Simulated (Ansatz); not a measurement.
# Phonon-limited resistivity of Ag-Pd stack of (111) layers, part 2 of 2

Aim: how strongly do electrons couple to phonons in Ag-Pd stack of (111) layers, and what resistivity does that give?

Ansatz 0.2.0; DFT PBEsol, scalar-relativistic, plane waves, PAW.

So far, highest frequency, solved or plainly interpolated (cm⁻¹): step 4 (phonons by linear response: q 2×2×1, k 6×6×1) 222; step 5 (k-mesh 9×9×1, scattering mesh 18×18×1, q mesh 3×3×1) 223. Also coupling constant λ: step 5 0.202.

In doubt: the program doubts the meshes or the phonons of the coupling sums (step 7), which bears on λ, Tc and transport values.

### 6. Electron–phonon run: q 3×3×1, k 12×12×1, scattering 24×24×1

The next rung changes the k mesh of the density and its response; the scattering mesh, which samples the Fermi surface.

input.yaml

```yaml
crystal:
  lattice:
    - [2.7218240269, -2.8565e-06, 0.0]
    - [-1.3609095397, 2.3571701802, 0.0]
    - [0.0, 0.0, 28.2917840871]
  atoms:
    - { symbol: Ag, position: [0.0, 0.0, 0.1935123776] }
    - { symbol: Pd, position: [0.3333333333, 0.6666666667, 0.2746761947] }
  periodic: [true, true, false]
kpoints:
  mp_grid: { grid: [12, 12, 1] }
hamiltonian:
  xc: pbesol
scf:
  occupations: { method: methfessel_paxton, width: 0.2 }
output:
  eigenvalues: true
phonons:
  method: dfpt
  qmesh: [3, 3, 1]
  temperatures: { t_max: 1000, t_step: 50 }
  qpath:
    path:
      - [0.0, 0.0, 0.0]
      - [0.5, 0.0, 0.0]
      - [0.33333333, 0.33333333, 0.0]
      - [0.0, 0.0, 0.0]
    npoints: 10
  electrical_resistivity:
    mesh: [24, 24, 1]
    temperatures: [20.0, 50.0, 77.0, 100.0, 150.0, 200.0, 300.0, 400.0, 600.0, 800.0]
```

Started as:

```
ansatz run input.yaml --threads 4 --pin off --max-ram 16384MiB --backend cpu --events-out ev --progress --plain --runs-dir out
```

Wall time 2.6 min (4 threads of Arm Neoverse V2, shared host); peak memory 1.6 GiB.

The run ended with an error.

The program's message: “electrical resistivity: the phonon self-energy gives or leaves a mode of imaginary frequency on the scattering mesh, on its own coarse k mesh or nearer the zone's centre than that mesh's first points: …”

The self-energy step leaves a mode imaginary somewhere between the solved wavevectors, and the run stops; that can be an artefact of the interpolation at long waves.

### 7. Coupling and resistivity: cutoff 550 eV

The cutoff alone departs from the run on q 3×3×1, k 9×9×1, scattering 18×18×1.

Edit input.yaml of step 6 so:

```diff
@@ -10,3 +10,3 @@
 kpoints:
-  mp_grid: { grid: [12, 12, 1] }
+  mp_grid: { grid: [9, 9, 1] }
 hamiltonian:
@@ -17,2 +17,4 @@
   eigenvalues: true
+basis:
+  ecutwfc: 550.0
 phonons:
@@ -29,3 +31,3 @@
   electrical_resistivity:
-    mesh: [24, 24, 1]
+    mesh: [18, 18, 1]
     temperatures: [20.0, 50.0, 77.0, 100.0, 150.0, 200.0, 300.0, 400.0, 600.0, 800.0]
```

A higher cutoff as a rule lowers the total energy; the question is whether the property still moves.

It took 3 min on 4 threads; peak memory 2.6 GiB; 12 min of CPU time.

This step gave:

| Property | Result |
| --- | --- |
| zero point energy | 0.04778 eV/cell |
| highest frequency, solved or plainly interpolated | 223.2 cm⁻¹ |
| sheet resistance 300K | 67.54 Ω/square, mean in the plane |
| resistivity at 300 K | 19.11 μΩ cm, mean of the axes, of the whole cell with its vacuum |
| coupling constant λ | 0.2017 |
| log mean phonon energy ħω_log | 11.79 meV |
| transport coupling constant λ_tr | 0.1941, 0.1941, 0 (xx, yy, zz) |
| second-moment phonon energy ħω₂ | 15.53 meV, from the broadened α²F curve |
| coupling λ by branch | 0.0549, 0.0301, 0.0466, 0.0315, 0.0337, 0.00496 (branches by rank of frequency) |

Of the whole cell with its vacuum, so only the sheet resistance is a property of the layer; the means are those of the plane. Resistivity, by row:

```tsv
T (K)	ρ_xx (μΩ cm)	ρ_yy	ρ_zz	ρ by Ziman's lowest order, mean	ρ by relaxation times, mean	within 2 % of the coarser mesh
20	0.0851	0.0851	-	0.1526	0.2014	no
50	1.242	1.242	-	1.671	1.7	no
77	3.162	3.162	-	3.902	3.934	no
100	4.934	4.934	-	5.916	5.962	no
150	8.673	8.673	-	10.21	10.24	no
200	12.23	12.23	-	14.36	14.34	no
300	19.11	19.11	-	22.45	22.29	no
400	25.88	25.88	-	30.5	30.13	no
600	39.37	39.37	-	46.84	45.83	no
800	52.8	52.8	-	63.62	61.59	no
```

The program warns of modes at or below zero frequency in the interpolation and leaves them out of its thermodynamic sums. Some states were left unconverged by the eigensolver. By its own test the run is not converged in the mesh. λ = 0.202 and 67.5 Ω per square at 300 K, against 0.202 and 67.5 in the run with q 3×3×1, k 9×9×1, scattering 18×18×1 (+0.0 % and +0.1 %). By the run's own test λ moves by 13 % between its two finest scattering meshes.

### 8. The variants together

Series, by row:

```tsv
run	change	level of theory	method	q mesh or supercell	k mesh	scattering mesh	smearing	N(E_F) (states/eV/spin)	lambda	omega_log (meV)	rho 300 K, whole cell (μΩ cm)	core-minutes	wall (s)
b	-	PBEsol, scalar-relativistic, PAW	dfpt	3x3x1	9x9x1	18x18x1	methfessel_paxton 0.2	0.5563	0.2016	11.77	19.09	7.2	110
w0	cutoff 550 eV	PBEsol, scalar-relativistic, PAW	dfpt	3x3x1	9x9x1	18x18x1	methfessel_paxton 0.2	0.5563	0.2017	11.79	19.11	12	180
```

### 9. Summary of results

```json
{"run": "PBEsol, q 3×3×1, k 9×9×1, scattering 18×18×1", "coupling constant λ": "0.202", "log mean phonon energy ħω_log": "11.8 meV", "states at the Fermi level": "0.556 states/eV/spin/cell", "sheet resistance at 300 K": "67.5 Ω per square", "change between its two finest scattering meshes": "λ 13 %, resistivity at 300 K 5 %", "time of that run": "1.9 min"}
```

In words: On the last rung that gave a resistivity at the base settings (q 3×3×1, k 9×9×1, scattering 18×18×1), Ag-Pd stack of (111) layers has λ = 0.20 and a phonon-limited sheet resistance of 67.5 Ω per square at 300 K. Twice the integral of α²F/ω over this curve gives λ = 0.20, half of it from below 15.3 meV. The coupling is weak (λ = 0.20), so phonons raise the electrons' mass at the Fermi surface by about 20 %, if this value holds on finer meshes. A finer rung stopped at an imaginary mode of its scattering step, so the stability of the lattice, and with it these numbers, is not settled. By the run's own test λ moves by 13 % between the two scattering meshes. Values of ρ(T) under 50 K rest on the softest modes, mostly interpolated ones, and are the least sure of the table. The high-temperature form ρ = 2π k_B T λ_tr/(ħ ε₀ ω_p²) gives 23.0 μΩ cm along x at 300 K, against 19.1 from the Boltzmann equation. Ziman's lowest order at 300 K, 22.4, lies between: the step down to it comes mostly from the finite phonon energies, and the full solution lies lower still, since it lets the current shift to the states that scatter least. The three lowest branches give 65 % of λ. By the run's own test, which takes the component that moves most, the resistivity at 300 K moves by 5 % between its two finest scattering meshes, so it is not converged. In the run quoted no mode is imaginary at the wavevectors of the 3×3×1 mesh; another run of the session found or stopped at an imaginary mode. On the same meshes, cutoff 550 eV moves λ from 0.202 to 0.202 and the resistivity at 300 K from 19.1 to 19.1 μΩ cm. Only scattering by harmonic phonons counts; impurities, grain boundaries and thermal expansion are left out. The resistivity belongs to the whole cell, vacuum included; the sheet resistance is the quantity that does not depend on the vacuum. The c of the given cell is the typed one; the program laid its own vacuum and ran the layer in a cell 28.3 Å high. The structure was built by hand as an ordered model, and its stability against other phases was not tested.

[Logs are printed without paths, hosts, clocks, repeated set-up lines and the standing remarks that a program may print on its own settings, such as how far it seeks lower states.]

[Hosts, paths, dates, database ids (printed as entryN), source tags and the programs' standing remarks are cut or masked in the printed files.]
